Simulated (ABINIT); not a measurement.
Computed results, one entry a study.

### Quasiparticle gap of SrCl2 (Fm-3m) in ABINIT

The structure is cubic, space group Fm-3m (No. 225). Conventional cell: a = 6.977 Å, b = 6.977 Å, c = 6.977 Å, α = 90.00°, β = 90.00°, γ = 90.00°. Nearest to Sr lie 8 Cl at 3.02 Å. Cl has 4 Sr at 3.02 Å nearest. Farther neighbours, and contacts between anions beyond the nearest, are not listed.

```yaml
method: RPA screening on PBE with spin-orbit coupling, plane waves, norm-conserving pseudopotentials (and 2 further levels or steps)
program: ABINIT 10.8.3
settings: cutoff 28 Ha, PseudoDojo fully relativistic 0.4 standard, norm-conserving, ngkpt (2, 2, 2), nband 106, ecuteps 3.6 Ha, shiftk (0, 0, 0), symchi 1, awtr 1, frequency ppm, 2×2×2 k-mesh
cost: 5 runs, 2.3 min in all on 4 MPI ranks of Arm Neoverse V2, shared host
notes: The program’s warnings: Neglecting <n,k|[Vnl,iqr]|m,k> and nproc spkpt=  >= nkpt= * nsppol=. The cell and positions come from the Crystallography Open Database and are kept as given unless a step says otherwise. Limits: screening head approximate. The 2×2×2 mesh is coarse for this cell, which bears on the long-range parts of exchange and screening.
pbe_gap: 5.34 eV, indirect
g0w0_gap_on_the_mesh: 7.14 eV
gw_settings: 2×2×2 mesh, 106 bands, screening to 98 eV, Godby-Needs plasmon pole
known_limits: short of the basis limit; screening head approximate; coarse k mesh
```

G0W0 moves the gap on the mesh from 5.34 eV to 7.14 eV (+1.79 eV), with Z of 0.82 and 0.87 at the edges. Local fields lower the RPA ε∞ on this mesh from 3.82 to 3.16; a Γ-centred mesh this coarse tends to raise both, most where the direct gap is narrow, while a short band sum lowers them.

[Long decimals in the printed logs are rounded to 6 places.]

[Logs are printed without paths, hosts, clocks, repeated set-up lines and the standing remarks that a program may print on its own settings, such as how far it seeks lower states.]

[Paths, hosts, dates, memory and timing lines, banners, echoed tables and standing remarks are left out of the program output; an Ansatz launch command may be rebuilt from the run's recorded settings. Measured values are a selection of at most five: reports struck by readers or far from the other reports are left out. None is set beside runs whose start may be inverted or whose files or cutoffs have a known fault.]

[Runs of the session that timed out or met a known fault of the program may be left out.]

[Hosts, paths, dates, database ids (printed as entryN), source tags and the programs' standing remarks are cut or masked in the printed files.]

[G0W0 gaps are taken among the corrected bands and points alone; a level outside them can change the order at an edge.]

[Where Ansatz stands beside ABINIT at settings called matched, ABINIT's density can come from a denser mesh and the files from another edition; pairs whose starting gaps differed by over 0.03 eV were left out, so agreement reads better than it is.]
